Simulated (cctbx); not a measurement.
## ZrTl4Te3: precision against data quality

Space group P4/ncc (no. 130, origin choice 1), a = 8.3470 Å, b = 8.3470 Å, c = 12.8810 Å, α = 90.00°, β = 90.00°, γ = 90.00°.

```
atom  mult.       x       y       z  Ueq (Å²)
 Tl1     16  0.8837  0.8294  0.6045    0.0048
 Te1      4     1/2       0  0.9362    0.0068
 Te2      8  0.6746  0.6746     3/4    0.0067
 Zr1      4     1/2       0  0.6924    0.0081
```

This is a model crystal, built by substitution and not relaxed, with assumed displacement parameters.

Five simulated data sets (cctbx; Mo Kα, λ = 0.71073 Å; 6 % proportional error) differ in resolution or exposure (noise floor 2 counts in the first three, 8 in the last two). Each is refined with the right model, isotropic at 1.1 Å and anisotropic otherwise. How do the figures of merit and the uncertainties move?

| d min (Å) | top counts | ⟨I/σ⟩ (unmerged, absences included) | unique | param. (scale apart) | Rint | R1 | GooF | largest s.u. xyz (fractional) | s.u. U of Zr1 (Å²) | largest error (Å) |
| --- | --- | --- | --- | --- | --- | --- | --- | --- | --- | --- |
| 1.1 | 20000 | 9.4 | 181 | 10 | 0.046 | 0.0097 | 0.90 | 0.00010 | 0.0004 | 0.0011 |
| 0.84 | 20000 | 9.3 | 397 | 20 | 0.050 | 0.0110 | 0.91 | 0.00006 | 0.0003 | 0.0006 |
| 0.6 | 20000 | 8.5 | 1092 | 20 | 0.052 | 0.0115 | 0.94 | 0.00004 | 0.0001 | 0.0004 |
| 0.75 | 300 | 1.0 | 561 | 20 | 0.439 | 0.0693 | 0.92 | 0.00101 | 0.0036 | 0.0354 |
| 0.75 | 3000 | 4.3 | 561 | 20 | 0.092 | 0.0230 | 0.92 | 0.00017 | 0.0006 | 0.0058 |

The number of reflections grows roughly as 1/d³: 181, 397 and 1092 here. R1 follows the noise rather than the truth: at 300 counts it is 0.0693, at 3000 counts 0.0230, while GooF is 0.92 and 0.92: the weights 1/σ² carry the noise. The s.u. of U (U11 where anisotropic) for Zr1 goes 0.0004, 0.0003, 0.0001 Å² with resolution and 0.0036, 0.0006 Å² with exposure.

Hardware for the 0.6 Å refinement: 0.47 s on 1 thread of Arm Neoverse V2, with other jobs on the host, peak memory 0.09 GiB.

[Logs are printed without paths, hosts, clocks, repeated set-up lines and the standing remarks that a program may print on its own settings, such as how far it seeks lower states.]
